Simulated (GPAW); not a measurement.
# Ballistic transport through a Ag chain with two Au atoms in line, cheap and dear

How well does a Ag chain with two Au atoms in line conduct at low bias, and how far do basis and functional move the answer?

Method: GPAW LCAO, PAW setups; Landauer transmission from Green's functions with principal layers (ASE), zero bias, in GPAW 26.7.0.

### 1. The starting structure

The cell holds 14 atoms: 12 Ag and 2 Au. Cell: a = 9.000 Å, b = 9.000 Å, c = 37.010 Å, α = 90.0°, β = 90.0°, γ = 90.0°. Regions: left lead, 6 atoms (6 Ag); channel, 2 atoms (2 Au); right lead, 6 atoms (6 Ag). Vacuum lies along a and b. The structure is stacked along c, and the current runs across the ab planes.

Structure file:

```cif
data_structure
_symmetry_space_group_name_H-M 'P 1'
_symmetry_Int_Tables_number 1
_cell_length_a 9.0000
_cell_length_b 9.0000
_cell_length_c 37.0102
_cell_angle_alpha 90.000
_cell_angle_beta 90.000
_cell_angle_gamma 90.000
_cell_volume 2997.83
loop_
_atom_site_label
_atom_site_type_symbol
_atom_site_fract_x
_atom_site_fract_y
_atom_site_fract_z
_atom_site_occupancy
Ag1 Ag 0.50000 0.50000 0.03594 1
Ag2 Ag 0.50000 0.50000 0.10781 1
Ag3 Ag 0.50000 0.50000 0.17968 1
Ag4 Ag 0.50000 0.50000 0.25155 1
Ag5 Ag 0.50000 0.50000 0.32342 1
Ag6 Ag 0.50000 0.50000 0.39530 1
Au7 Au 0.50000 0.50000 0.46487 1
Au8 Au 0.50000 0.50000 0.53513 1
Ag9 Ag 0.50000 0.50000 0.60470 1
Ag10 Ag 0.50000 0.50000 0.67658 1
Ag11 Ag 0.50000 0.50000 0.74845 1
Ag12 Ag 0.50000 0.50000 0.82032 1
Ag13 Ag 0.50000 0.50000 0.89219 1
Ag14 Ag 0.50000 0.50000 0.96406 1
```

### 2. GPAW, dzp

The script solves lead and junction separately, takes H and S in the orbital basis, and joins semi-infinite leads through their self-energies; the dzp basis is the working standard.

run.py

```python
import json
import numpy as np
from ase import Atoms
from ase.transport.calculators import TransportCalculator
from gpaw import GPAW, FermiDirac
from gpaw.lcao.tools import get_lcao_hamiltonian
from scipy.linalg import eigh

# The junction with lead layers at both ends, along the third cell vector
device = Atoms(
    ['Ag', 'Ag', 'Ag', 'Ag', 'Ag', 'Ag', 'Au', 'Au', 'Ag', 'Ag', 'Ag', 'Ag', 'Ag', 'Ag'],
    positions=[
        [4.50000, 4.50000, 1.33000],
        [4.50000, 4.50000, 3.99000],
        [4.50000, 4.50000, 6.65000],
        [4.50000, 4.50000, 9.31000],
        [4.50000, 4.50000, 11.97000],
        [4.50000, 4.50000, 14.63000],
        [4.50000, 4.50000, 17.20510],
        [4.50000, 4.50000, 19.80510],
        [4.50000, 4.50000, 22.38020],
        [4.50000, 4.50000, 25.04020],
        [4.50000, 4.50000, 27.70020],
        [4.50000, 4.50000, 30.36020],
        [4.50000, 4.50000, 33.02020],
        [4.50000, 4.50000, 35.68020]],
    cell=[[9.0, 0.0, 0.0], [0.0, 9.0, 0.0], [0.0, 0.0, 37.0102]],
    pbc=True)

# One principal layer of the lead: the first 4 atoms of the device
lead = Atoms(
    ['Ag', 'Ag', 'Ag', 'Ag'],
    positions=[
        [4.50000, 4.50000, 1.33000],
        [4.50000, 4.50000, 3.99000],
        [4.50000, 4.50000, 6.65000],
        [4.50000, 4.50000, 9.31000]],
    cell=[[9.0, 0.0, 0.0], [0.0, 9.0, 0.0], [0.0, 0.0, 10.64]],
    pbc=True)

settings = dict(mode='lcao', basis='dzp', xc='PBE', h=0.2,
                occupations=FermiDirac(0.1), maxiter=250,
                mixer=dict(beta=0.1, nmaxold=8, weight=100.0),
                convergence=dict(density=0.0001))
energies = np.arange(-2, 2 + 1e-9, 0.05)
eta = 0.0001
n1, n2 = 1, 1
# k and -k transmit alike, so half of the mesh across the current serves
mesh = [(i, j) for i in range(n1) for j in range(n2) if (i, j) <= (-i % n1, -j % n2)]
weights = np.array([1 if (i, j) == (-i % n1, -j % n2) else 2 for i, j in mesh]) / (n1 * n2)

# [... helper functions left out ...]
fermi_lead = ground_state(lead, (1, 1, 11), 'lead.txt')
fermi_device = ground_state(device, (1, 1, 2), 'device.txt')
# [... loop over the mesh left out, but for ...]
        # Shift the lead onto the potential of the device's first layer
        shift = ((H[:, 0, 0] - H0[:, 0, 0]) / S0[0, 0]).real.mean()
# [...]
kT = 8.617333e-5 * 200
bias = [0.1, 0.2, 0.5, 1.0, 1.5, 2.0]
# [... integrals and printing left out ...]
```

Launch:

```sh
$ OMP_NUM_THREADS=1 OPENBLAS_NUM_THREADS=1 python run.py
```

Output:

```text
basis functions: device 354, principal layer 108
Fermi level: lead -3.7843 eV, device -3.9387 eV; lead shifted by 0.0056 eV
largest coupling past the next layer 3.56e-05 eV, largest misfit of the first layer 0.037 eV
  E-E_F (eV)   T (one spin)  [channel counts left out]
    -2.000    1.8654e+00
    -1.950    1.7859e+00
    -1.900    1.6756e+00
    -1.850    1.5148e+00
    -1.800    1.2359e+00
    -1.750    9.3778e-01
    -1.700    9.1924e-01
    -1.650    8.5818e-01
    -1.600    3.0862e-01
    -1.550    7.1673e-09
    -1.500    4.8723e-11
    -1.450    1.3297e-11
    -1.400    1.0484e-11
    -1.350    8.4546e-12
    -1.300    6.2655e-12
    -1.250    4.0875e-12
[...]
1.650    8.5895e-01
     1.700    8.5986e-01
     1.750    8.6080e-01
     1.800    8.6162e-01
     1.850    8.6252e-01
     1.900    8.6338e-01
     1.950    8.6421e-01
     2.000    8.6500e-01
conductance at 200 K: 0.9538 G0 a cell; thermopower 0.9353 uV/K
current from the zero-bias T(E) at 0.1 V: 7.3897 uA
current from the zero-bias T(E) at 0.2 V: 14.777 uA
current from the zero-bias T(E) at 0.5 V: 36.904 uA
current from the zero-bias T(E) at 1.0 V: 72.68 uA
current from the zero-bias T(E) at 1.5 V: 104.72 uA
current from the zero-bias T(E) at 2.0 V: 129.42 uA
```

It took 72 s on 1 thread of Arm Neoverse V2, shared host; peak memory 1.4 GiB.

This step gave:

```yaml
conductance: 0.9538 G₀
largest_coupling_past_the_next_principal_layer: 3.56e-5 eV
largest_misfit_of_the_first_principal_layer: 0.03728 eV
shift_that_aligns_the_lead: 0.005577 eV
basis_functions_of_the_junction: 354
basis_functions_of_a_principal_layer: 108
transmission_at_the_fermi_level_one_spin: 0.9539
```

One spin. The transmission, zone mean by energy, zero at the Fermi level:

energy (eV), transmission, zone mean and a bar:
```
    -2.00       1.87 ##############################
    -1.85       1.51 ########################
    -1.70       0.92 ###############
    -1.60       0.31 #####
    -1.45       0.00 
    -1.30       0.00 
    -1.15       0.00 
    -1.05       0.02 
    -1.00       0.43 #######
    -0.90       0.37 ######
    -0.75       0.61 ##########
    -0.60       0.94 ###############
    -0.50       0.81 #############
    -0.35       1.00 ################
    -0.30       1.00 ################
    -0.20       0.99 ################
    -0.05       0.96 ###############
     0.00       0.95 ###############
     0.05       0.94 ###############
     0.20       0.92 ###############
     0.35       0.89 ##############
     0.50       0.87 ##############
     0.60       0.86 ##############
     0.75       0.85 ##############
     0.90       0.85 ##############
     1.05       0.85 ##############
     1.15       0.85 ##############
     1.30       0.85 ##############
     1.45       0.86 ##############
     1.60       0.86 ##############
     1.70       0.86 ##############
     1.85       0.86 ##############
     2.00       0.86 ##############
```

Not self-consistent under bias; the bias window is split evenly. The current through one cell, from the zero-bias transmission by bias:

```csv
bias (V),"current through one cell, from the zero-bias transmission (μA)"
0.100,7.39
0.200,14.8
0.500,36.9
1.000,72.7
1.500,105
2.000,129
```

The transmission of the three most open eigenchannels by energy, zero at the Fermi level:

```csv
energy (eV),channel 1,channel 2,channel 3
-2.00,0.953,0.456,0.456
-1.85,0.950,0.283,0.283
-1.70,0.919,1.2e-10,1.2e-10
-1.60,0.309,2.3e-11,2.3e-11
-1.45,1.2e-11,1.1e-12,0
-1.30,6.2e-12,0,0
-1.15,1.8e-12,0,0
-1.05,0.0175,4.1e-4,1.1e-11
-0.90,0.365,2.0e-11,0
-0.75,0.615,2.3e-11,0
-0.60,0.936,3.1e-11,0
-0.50,0.806,1.0e-11,0
-0.35,0.996,1.8e-11,0
-0.20,0.987,1.9e-11,0
-0.05,0.963,1.9e-11,0
0.00,0.954,1.9e-11,0
0.05,0.945,1.9e-11,0
0.20,0.916,1.9e-11,0
0.35,0.889,1.9e-11,0
0.50,0.869,1.8e-11,0
0.60,0.859,1.8e-11,0
0.75,0.851,1.8e-11,0
0.90,0.848,1.8e-11,0
1.05,0.849,1.7e-11,0
1.15,0.850,1.7e-11,0
1.30,0.853,1.6e-11,0
1.45,0.855,1.6e-11,0
1.60,0.858,1.5e-11,0
1.70,0.860,1.5e-11,0
1.85,0.863,1.4e-11,0
2.00,0.865,1.4e-11,0
```

Couplings past the next layer reach 3.6e-5 eV, small enough to drop; the matrix elements of the cell's first layer differ from the bulk lead's by up to 0.037 eV. That layer keeps its own values in the calculation, and only beyond it is the lead taken as perfect. The Fermi levels of lead and junction count from different zeros of potential, one for each periodic cell; with both set to zero, the small remaining shift is what aligns them. Without spin-orbit coupling, which is large for these atoms, channel counts and T are those of the scalar-relativistic bands. By hand: G = 0.9538 × 77.48 μS = 73.9 μS, a resistance of 13.5 kΩ; at 0.1 V a linear junction would pass 7.39 μA, and the integral over the bias window gives 7.39 μA.

### 3. GPAW, szp: basis = "szp(dzp)"

One radial function a shell plus polarisation makes the matrices smaller; the question is what that costs.

Edit run.py of step 2 so:

```diff
@@ -40,3 +40,3 @@
 
-settings = dict(mode='lcao', basis='dzp', xc='PBE', h=0.2,
+settings = dict(mode='lcao', basis='szp(dzp)', xc='PBE', h=0.2,
                 occupations=FermiDirac(0.1), maxiter=250,
```

Output:

```text
basis functions: device 198, principal layer 60
Fermi level: lead -3.7331 eV, device -3.8707 eV; lead shifted by 0.0052 eV
largest coupling past the next layer 3.56e-05 eV, largest misfit of the first layer 0.033 eV
  E-E_F (eV)   T (one spin)  [channel counts left out]
    -2.000    1.7701e+00
    -1.950    1.6978e+00
    -1.900    1.6027e+00
    -1.850    1.4900e+00
    -1.800    1.3475e+00
    -1.750    1.0097e+00
    -1.700    9.2142e-01
    -1.650    8.9664e-01
    -1.600    7.0475e-01
    -1.550    5.1251e-07
    -1.500    1.8948e-10
    -1.450    3.7373e-12
    -1.400    4.1618e-13
    -1.350    1.6119e-14
    -1.300    8.7352e-15
    -1.250    7.6772e-13
[...]
1.650    8.3228e-01
     1.700    8.3136e-01
     1.750    8.3040e-01
     1.800    8.2919e-01
     1.850    8.2807e-01
     1.900    8.2683e-01
     1.950    8.2549e-01
     2.000    8.2403e-01
conductance at 200 K: 0.94842 G0 a cell; thermopower 0.9167 uV/K
current from the zero-bias T(E) at 0.1 V: 7.3481 uA
current from the zero-bias T(E) at 0.2 V: 14.695 uA
current from the zero-bias T(E) at 0.5 V: 36.714 uA
current from the zero-bias T(E) at 1.0 V: 69.433 uA
current from the zero-bias T(E) at 1.5 V: 102.22 uA
current from the zero-bias T(E) at 2.0 V: 128.23 uA
```

Elapsed: 52 s, on 1 thread; peak memory 1.3 GiB.

This step gave:

```
conductance                                 : 0.9484 G₀
largest misfit of the first principal layer : 0.03338 eV
shift that aligns the lead                  : 0.005155 eV
basis functions of the junction             : 198
basis functions of a principal layer        : 60
transmission at the Fermi level (one spin)  : 0.9485
```

One spin. Transmission, zone mean against energy, zero at the Fermi level:

energy (eV), transmission, zone mean and a bar:
```
    -2.00       1.77 ##############################
    -1.85       1.49 #########################
    -1.70       0.92 ################
    -1.60       0.70 ############
    -1.45       0.00 
    -1.30       0.00 
    -1.15       0.00 
    -1.05       0.02 
    -1.00       0.72 ############
    -0.90       0.42 #######
    -0.75       0.65 ###########
    -0.60       0.92 ################
    -0.50       1.00 #################
    -0.35       1.00 #################
    -0.30       1.00 #################
    -0.20       0.98 #################
    -0.05       0.96 ################
     0.00       0.95 ################
     0.05       0.94 ################
     0.20       0.91 ###############
     0.35       0.89 ###############
     0.50       0.86 ###############
     0.60       0.85 ##############
     0.75       0.85 ##############
     0.90       0.84 ##############
     1.05       0.84 ##############
     1.15       0.84 ##############
     1.30       0.84 ##############
     1.45       0.84 ##############
     1.60       0.83 ##############
     1.70       0.83 ##############
     1.85       0.83 ##############
     2.00       0.82 ##############
```

Not self-consistent under bias; the bias window is split evenly. Table of current through one cell, from the zero-bias transmission by bias:

```csv
bias (V),"current through one cell, from the zero-bias transmission (μA)"
0.100,7.35
0.200,14.7
0.500,36.7
1.000,69.4
1.500,102
2.000,128
```

The transmission of the three most open eigenchannels by energy, zero at the Fermi level:

```csv
energy (eV),channel 1,channel 2,channel 3
-2.00,0.956,0.407,0.407
-1.90,0.951,0.326,0.326
-1.80,0.939,0.204,0.204
-1.70,0.921,6.3e-10,6.3e-10
-1.55,5.1e-7,4.7e-12,4.7e-12
-1.45,3.1e-12,0,0
-1.35,0,0,0
-1.25,0,0,0
-1.15,8.8e-12,0,0
-1.05,0.0235,1.2e-9,0
-0.90,0.424,9.8e-12,0
-0.80,0.560,1.1e-11,0
-0.70,0.750,1.3e-11,0
-0.60,0.918,1.8e-11,0
-0.50,0.996,4.9e-11,0
-0.40,0.957,6.7e-12,0
-0.25,0.991,1.9e-12,0
-0.15,0.974,3.0e-12,0
-0.05,0.957,3.7e-12,0
0.00,0.948,3.9e-12,0
0.05,0.939,4.1e-12,0
0.15,0.921,4.3e-12,0
0.25,0.902,4.4e-12,0
0.40,0.878,4.5e-12,0
0.50,0.865,4.6e-12,0
0.60,0.855,4.6e-12,0
0.70,0.848,4.5e-12,0
0.80,0.844,4.5e-12,0
0.90,0.841,4.5e-12,0
1.05,0.839,4.4e-12,0
1.15,0.838,4.3e-12,0
1.25,0.837,4.2e-12,0
1.35,0.836,4.1e-12,0
1.45,0.835,4.0e-12,0
1.55,0.834,3.9e-12,0
1.70,0.831,3.7e-12,0
1.80,0.829,3.6e-12,0
1.90,0.827,3.5e-12,0
2.00,0.824,3.3e-12,0
```

The conductance, 0.948 G₀, lies 0.6 % below that of the dzp run.

### 4. Minimal basis

One function for each valence shell of the setup, as for a first survey of a large system.

Edit run.py of step 3 so:

```diff
@@ -40,3 +40,3 @@
 
-settings = dict(mode='lcao', basis='szp(dzp)', xc='PBE', h=0.2,
+settings = dict(mode='lcao', basis='sz(dzp)', xc='PBE', h=0.2,
                 occupations=FermiDirac(0.1), maxiter=250,
```

Output:

```text
basis functions: device 156, principal layer 48
Fermi level: lead -3.7330 eV, device -3.8634 eV; lead shifted by 0.0044 eV
largest coupling past the next layer 3.59e-05 eV, largest misfit of the first layer 0.032 eV
  E-E_F (eV)   T (one spin)  [channel counts left out]
    -2.000    2.2122e+00
    -1.950    2.1790e+00
    -1.900    2.1365e+00
[...]
1.950    7.9739e-01
     2.000    7.9384e-01
conductance at 200 K: 0.95402 G0 a cell; thermopower 0.7618 uV/K
current from the zero-bias T(E) at 0.1 V: 7.3915 uA
current from the zero-bias T(E) at 0.2 V: 14.781 uA
current from the zero-bias T(E) at 0.5 V: 36.929 uA
current from the zero-bias T(E) at 1.0 V: 72.922 uA
current from the zero-bias T(E) at 1.5 V: 106.09 uA
current from the zero-bias T(E) at 2.0 V: 131.47 uA
```

Elapsed: 40 s, on 1 thread; peak memory 1.2 GiB.

This step gave:

| Item | Value |
| --- | --- |
| conductance | 0.9540 G₀ |
| largest coupling past the next principal layer | 3.59e-5 eV |
| largest misfit of the first principal layer | 0.03246 eV |
| shift that aligns the lead | 0.004434 eV |
| basis functions of the junction | 156 |
| basis functions of a principal layer | 48 |
| transmission at the Fermi level (one spin) | 0.9541 |

The conductance equals that of the dzp run to 0.2 %.

### 5. RPBE in the dzp basis: xc = "RPBE"

Back in the dzp basis, the functional changes from PBE to RPBE, to set the spread between functionals beside that between bases.

Edit run.py of step 4 so:

```diff
@@ -40,3 +40,3 @@
 
-settings = dict(mode='lcao', basis='sz(dzp)', xc='PBE', h=0.2,
+settings = dict(mode='lcao', basis='dzp', xc='RPBE', h=0.2,
                 occupations=FermiDirac(0.1), maxiter=250,
```

Output:

```text
basis functions: device 354, principal layer 108
Fermi level: lead -3.6149 eV, device -3.7748 eV; lead shifted by 0.0043 eV
largest coupling past the next layer 3.60e-05 eV, largest misfit of the first layer 0.035 eV
  E-E_F (eV)   T (one spin)  [channel counts left out]
    -2.000    1.6429e+00
    -1.950    1.5073e+00
    -1.900    1.2806e+00
[...]
1.950    8.6030e-01
     2.000    8.6112e-01
conductance at 200 K: 0.9539 G0 a cell; thermopower 0.9465 uV/K
current from the zero-bias T(E) at 0.1 V: 7.3904 uA
current from the zero-bias T(E) at 0.2 V: 14.778 uA
current from the zero-bias T(E) at 0.5 V: 36.902 uA
current from the zero-bias T(E) at 1.0 V: 72.832 uA
current from the zero-bias T(E) at 1.5 V: 104.85 uA
current from the zero-bias T(E) at 2.0 V: 129.24 uA
```

Run time: 75 s. Hardware: 1 thread; peak memory 1.4 GiB.

This step gave:

```yaml
conductance: 0.9539 G₀
largest_coupling_past_the_next_principal_layer: 3.60e-5 eV
largest_misfit_of_the_first_principal_layer: 0.03501 eV
shift_that_aligns_the_lead: 0.004327 eV
basis_functions_of_the_junction: 354
basis_functions_of_a_principal_layer: 108
transmission_at_the_fermi_level_one_spin: 0.9540
```

The conductance equals that of the dzp run to 0.2 %.

### 6. The ladder

Times are for 1 thread of Arm Neoverse V2, shared host. Results by setting:

```csv
no.,run,conductance (G₀),time,memory (GiB)
1,dzp,0.9538,72 s,1.4
2,szp,0.9484,52 s,1.3
3,sz,0.9540,40 s,1.2
4,dzp RPBE,0.9539,75 s,1.4
```

### 7. The levels side by side

The curves are compared point by point over the common energies.

This step: comparison of transmission and cost over codes and levels (GPAW 26.7.0).

Ladder, by row:

```csv
step,code,T at the Fermi level (sum over the listed spins),conductance (G0),r.m.s. T(E) from the first,wall time (s),peak memory (GiB),threads
dzp,GPAW,0.9539,0.9538,0,71.97,1.35,1
szp,GPAW,0.9485,0.9484,0.1075,52.17,1.29,1
sz,GPAW,0.9541,0.954,0.3102,40.09,1.24,1
dzp-RPBE,GPAW,0.954,0.9539,0.1498,75.05,1.35,1
```

Table of transmission, zone mean, sum over the listed spins by energy, zero at the Fermi level:

```csv
energy (eV),dzp,szp,sz,dzp-RPBE
-2.00,1.87,1.77,2.21,1.64
-1.85,1.51,1.49,2.09,0.917
-1.70,0.919,0.921,1.86,0.597
-1.50,4.9e-11,1.9e-10,0.914,1.1e-11
-1.35,8.5e-12,1.6e-14,4.9e-9,5.6e-12
-1.20,2.9e-12,3.4e-12,4.2e-14,7.2e-12
-1.05,0.0179,0.0235,0.00132,0.289
-1.00,0.426,0.717,0.577,0.312
-0.90,0.365,0.424,0.390,0.350
-0.70,0.720,0.750,0.739,0.732
-0.60,0.936,0.918,0.902,0.993
-0.55,0.798,0.973,0.954,0.666
-0.40,0.982,0.957,0.839,0.985
-0.30,0.998,0.997,0.995,0.998
-0.25,0.994,0.991,0.989,0.994
-0.10,0.972,0.966,0.969,0.972
0.00,0.954,0.948,0.954,0.954
0.10,0.935,0.930,0.939,0.935
0.25,0.907,0.902,0.915,0.906
0.40,0.881,0.878,0.893,0.880
0.55,0.863,0.859,0.875,0.861
0.70,0.853,0.848,0.862,0.850
0.90,0.848,0.841,0.850,0.845
1.05,0.849,0.839,0.843,0.845
1.20,0.851,0.838,0.837,0.847
1.35,0.853,0.836,0.831,0.850
1.50,0.856,0.835,0.824,0.852
1.70,0.860,0.831,0.813,0.856
1.85,0.863,0.828,0.804,0.859
2.00,0.865,0.824,0.794,0.861
```

[end of part 1 of 2]

[Logs are printed without paths, hosts, clocks, repeated set-up lines and the standing remarks that a program may print on its own settings, such as how far it seeks lower states.]

[Hosts, paths, dates, database ids (printed as entryN), source tags and the programs' standing remarks are cut or masked in the printed files.]
